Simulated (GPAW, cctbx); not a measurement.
# AlTl2: deformation density and structure factors from DFT

Question: by how much does bonding change the X-ray structure factors of AlTl2, how firmly does DFT give the change, and what does a routine refinement make of it?

The cell comes from substitution in a known structure type and wasn't matched to any measured phase. All numbers below are calculated.

### 1. Find the equilibrium geometry

The density hangs on the geometry, so cell and atoms are relaxed first, with the symmetry held. The cutoff is set higher than for the density because stress converges slowly with plane waves.

Settings: GPAW 26.7.0, PBE, 570 eV, 6×6×6 k-points, Fermi–Dirac width 0.1 eV, BFGS to 0.03 eV/Å.

```text
cell
1.0
     0.000000000   -3.606000000    0.000000000
     3.606000000    0.000000000    0.000000000
    -1.803000000    1.803000000    5.345000000
Tl Al
2 1
Direct
0.684000000 0.684000000 0.368000000
0.316000000 0.316000000 0.632000000
0.000000000 0.000000000 0.000000000
```

```console
$ OMP_NUM_THREADS=1 mpirun -n 4 gpaw python run.py > gpaw.log
```

```text
BFGS:    0       -7.336144        1.983754
BFGS:    1       -7.533676        1.670902
BFGS:    2       -8.017478        0.649158
BFGS:    3       -8.083778        0.393069
...
BFGS:   12       -8.133043        0.096214
BFGS:   13       -8.135578        0.058146
BFGS:   14       -8.136791        0.028624
cell  3.7414 3.7414 6.3091  107.25 107.25 90.00
volume 80.177 A^3, largest force 0.027 eV/A, largest stress 0.06 GPa
```

The cell moved far, while the k-mesh and basis were chosen for the start, so the final shape may be somewhat biased.

After 14 steps the volume has changed by +15.4 % and the energy by -0.801 eV; the largest stress left is 0.06 GPa. It took 2.5 min on 4 cores of Intel(R) Xeon(R) Platinum 8488C (Sapphire Rapids) (shared host), peak memory 1.1 GiB.

Relaxed structure: I4/mmm (no. 139), a = 3.7414 Å, b = 3.7414 Å, c = 11.4553 Å, α = 90.00°, β = 90.00°, γ = 90.00°.

```
atom  mult.    x    y       z
 Tl1      4  1/2  1/2  0.1539
 Al1      2    0    0       0
```

### 2. Density and charge transfer

X-rays see the whole electron density, so the PAW density is rebuilt with its core regions. Subtracting spherical free atoms from the same code cancels the cores and leaves the deformation density Δρ, the part due to bonding.

Settings: PBE, 450 eV, 7×7×7 k-points, Fermi–Dirac width 0.1 eV; primitive cell of 3 atoms.

```console
$ OMP_NUM_THREADS=1 mpirun -n 4 gpaw python run.py > gpaw.log
```

```text
|iter:   1|       0s |   -8.177591 | -0.40 |       |
|iter:   2|       0s |   -8.149757 | -2.53 | -1.46 |
|iter:   3|       1s |   -8.033960 | -1.88 | -1.50 |
...
|iter:   7|       4s |   -8.032384c| -5.58 | -3.76 |
|iter:   8|       4s |   -8.032385c| -6.61 | -4.15c|
|iter:   9|       5s |   -8.032385c| -7.52c| -4.90c|
```

```text
gpts.py:43: UserWarning: Initial realspace grid (20,20,32) inconsistent with symmetries.
gpts.py:43: UserWarning: Initial realspace grid (20,20,32) inconsistent with symmetries.
gpts.py:43: UserWarning: Initial realspace grid (20,20,32) inconsistent with symmetries.
gpts.py:43: UserWarning: Initial realspace grid (20,20,32) inconsistent with symmetries.
gpts.py:70: UserWarning: Using symmetrized grid: (32,32,32).
gpts.py:70: UserWarning: Using symmetrized grid: (32,32,32).
gpts.py:70: UserWarning: Using symmetrized grid: (32,32,32).
gpts.py:70: UserWarning: Using symmetrized grid: (32,32,32).
grid (64, 64, 64)  electrons 175.000  moved by bonding 0.323 e
deformation density beyond 0.5 A of the nuclei: max 0.017, min -0.033 e/A^3
atom        x       y       z   Voronoi charge  moment
Tl1    0.6539  0.6539  0.3079      0.016       0.00
Tl2    0.3461  0.3461  0.6921      0.016       0.00
Al3    0.0000  0.0000  0.0000     -0.032       0.00
mean inner potential of superposed free atoms 18.495 V
total magnetic moment 0.000 muB
```

Deformation density in a plane through the shortest contact of the Tl atom at the origin, in 0.01 e/Å³ (clipped at ±99); x from -1.6 to 4.8 Å, y from 2.4 down to -2.4 Å:

```text
 -3   0   1   1  -1  -2  -2  -2  -1   1   1   0  -3  -1  -1  -3
 -1   0   1   1   1   0  -1  -1   0   1   1   1   0  -1  -2  -1
  0   0   0   1   1   2   1   1   1   1   1   1   2   1   1   0
  0   0   0   0   0   1   1   1   1   0   0   0   1   1   1   1
  0   0  -1  -3  -2  -3   0   1   1   0  -2  -2  -2   0   1   1
  1   0  -2  -1   .  -1  -2   1   1  -1  -2   .  -2  -2   0   1
  1   0  -1   .   .  -1  -3   1   1  -1  -2   .   .  -2   0   2
  1   0  -2  -2   .  -1  -2   1   1  -1  -2   .  -2  -2   0   1
  0   0  -1  -2  -2  -3   0   1   1   0  -1  -2  -2  -1   0   1
  0   0   0   0   0   0   0   1   1   1   1   0   0   0   1   1
  0   0   1   1   0   0   0   0   1   1   2   1   1   1   1   1
  0   0   0   1   0   0   0   0  -1  -2   0   1   1   1   0  -1
 -3  -2  -2   0   0   0   0  -2  -2  -1  -2  -1   1   1   0  -2
```

Atoms in or within 0.15 Å of the plane: Tl (0.0, 0.0), Al (3.2, 0.0) Å. Dots mark points within about 0.45 Å of a nucleus; large values next to them are atomic features.

Al gains most (-0.03 e) and Tl loses most (+0.02 e), which isn't the order of electronegativity: valence and coordination count too, and Voronoi cells cut space at the midplane whatever the atoms' sizes. Along the shortest contact from the Tl atom at the map's origin, Tl–Al at 3.18 Å, Δρ is +0.02 e/Å³ at the midpoint: little piles up between the atoms, as is usual in a metallic crystal, which this run finds. Point values carry grid noise of about 0.01 e/Å³. The run needed 9 iterations, 12 s.

### 3. Structure factors

The Fourier components of Δρ, added to those of the free atoms, give the static X-ray structure factors; the Mott–Bethe relation turns them into the Fourier components V of the potential that fast electrons feel.

```text
static structure factors of the conventional cell: F in electrons, V (Mott-Bethe) in volts
   h  k  l      d  |F| table  |F| free   |F| DFT   change   |V| free  |V| DFT  change %
   0  0  2  5.7276    87.385    87.289    87.223   -0.066     1.838    1.900      3.3
   1  0  1  3.5565   146.726   146.622   146.579   -0.043     4.076    4.092      0.4
   0  0  4  2.8638   192.698   192.597   192.579   -0.018     5.489    5.493      0.1
   1  0  3  2.6724   290.283   290.210   289.862   -0.348    10.311   10.382      0.7
   1  1  0  2.6456   297.605   297.527   297.167   -0.360    10.498   10.570      0.7
   1  1  2  2.4017    78.921    78.871    78.960    0.089     1.711    1.697     -0.9
   1  0  5  1.9538    14.995    14.997    15.055    0.058     0.109    0.115      5.9
   1  1  4  1.9433   175.166   175.083   175.078   -0.005     4.418    4.418      0.0
   0  0  6  1.9092   243.278   243.136   242.952   -0.184     7.323    7.342      0.3
   2  0  0  1.8707   270.316   270.156   269.987   -0.169     7.987    8.004      0.2
   2  0  2  1.7783    72.587    72.568    72.609    0.041     1.508    1.504     -0.2
   2  1  1  1.6556   122.378   122.336   122.354    0.019     2.786    2.785     -0.1
   2  0  4  1.5662   162.624   162.562   162.582    0.020     3.747    3.746     -0.0
   1  1  6  1.5482   225.601   225.437   225.521    0.084     6.028    6.022     -0.1
```

The largest X-ray change is -0.36 e on 110, 0.1 % of |F|. For electrons V goes as (Z − F)/g², so a change of F counts against Z − F, which is small at low angle and wherever the atoms' terms cancel: |V| of 105 moves by +5.9 % (0.11 to 0.12 V) against +0.4 % in |F|. The tabulated Hartree–Fock atoms differ from the free DFT atoms by up to 0.16 e, so the choice of reference atom matters too.

### 4. Which functional?

The same geometry is run with other functionals, to see whether the bonding signal is larger than the spread between approximations. Free atoms are LDA for LDA and PBE otherwise; meta-GGAs and hybrids keep PBE cores. Any other changed setting is in the row's label.

```
   run  ΔF 110 (e)  ΔF 103 (e)  ΔF 006 (e)  q(Al) (e)  moved (e)  time
   PBE      -0.360      -0.348      -0.184     -0.032      0.323  12 s
   LDA      -0.358      -0.346      -0.209     -0.013      0.313  13 s
r2SCAN      -0.328      -0.300      -0.184     -0.031      0.334  39 s
```

At the base's settings ΔF(110) spans -0.360 to -0.328 e, a spread of 9 % of the PBE value; over the three listed reflections the spread is at most 14 %, so sign and size hold across the functionals. Times are from shared hosts.

### 5. Refining ordinary atoms against data with bonding

Routine crystallography fits spherical atoms. To see the bias, intensities are simulated from tabulated atoms plus the DFT change ΔF, so that bonding alone can misfit (5252 reflections of the full sphere, merged to the counts below, to 0.4 Å, 1.5 % proportional noise plus counting noise, assumed isotropic U as listed, Δρ smeared by the mean U) and refined with cctbx over different ranges.

```csv
range,data,R1,GooF,U Tl1 (true 0.0022),U Al1 (true 0.0043),largest shift (Å),"Δρ max, min (e/Å³)"
all data,434,0.0026,0.89,0.0022,0.0043,0.0000,"0.66, -0.50"
"low resolution, d > 0.84",62,0.0022,0.83,0.0022,0.0040,0.0001,"0.25, -0.16"
"high order, d < 0.75",356,0.0028,0.90,0.0022,0.0043,0.0000,"0.53, -0.63"
"occupancies free, d > 0.7",96,0.0022,0.85,0.0022,0.0041,0.0000,"0.29, -0.24"
```

With all data GooF is 0.89, so at this noise the bonding hardly shows; the top residual peak lies 1.76 Å from Tl and 1.76 Å from Tl. No U is off by more than 3 s.u. at low resolution. With Tl1 held at 1 and the scale free, the other occupancies refine to Al1 1.000(0.006), within three s.u. of full.

### 6. Answer

Bonding moves 0.32 e in the primitive cell of AlTl2 and changes the structure factors of the conventional cell in the table above by at most 0.36 e (110, 0.1 %), and among reflections above 2 % of the strongest by up to 0.4 % (105). The shortest bond, Tl–Al, has Δρ = +0.02 e/Å³ at its midpoint, with no localised bond charge. At the base's settings ΔF(110) spans -0.360 to -0.328 e, a spread of 9 % of the PBE value; over the three listed reflections the spread is at most 14 %, so sign and size hold across the functionals. With all data GooF is 0.89, so at this noise the bonding hardly shows. Limits: static density, frozen cores, no spin–orbit coupling.

[Outputs are excerpts: Python notices, other lines and further rows are left out; steps that failed or that the build refused (PBEsol, TPSS) are not shown.]

[Logs are printed without paths, hosts, clocks, repeated set-up lines and the standing remarks that a program may print on its own settings, such as how far it seeks lower states.]
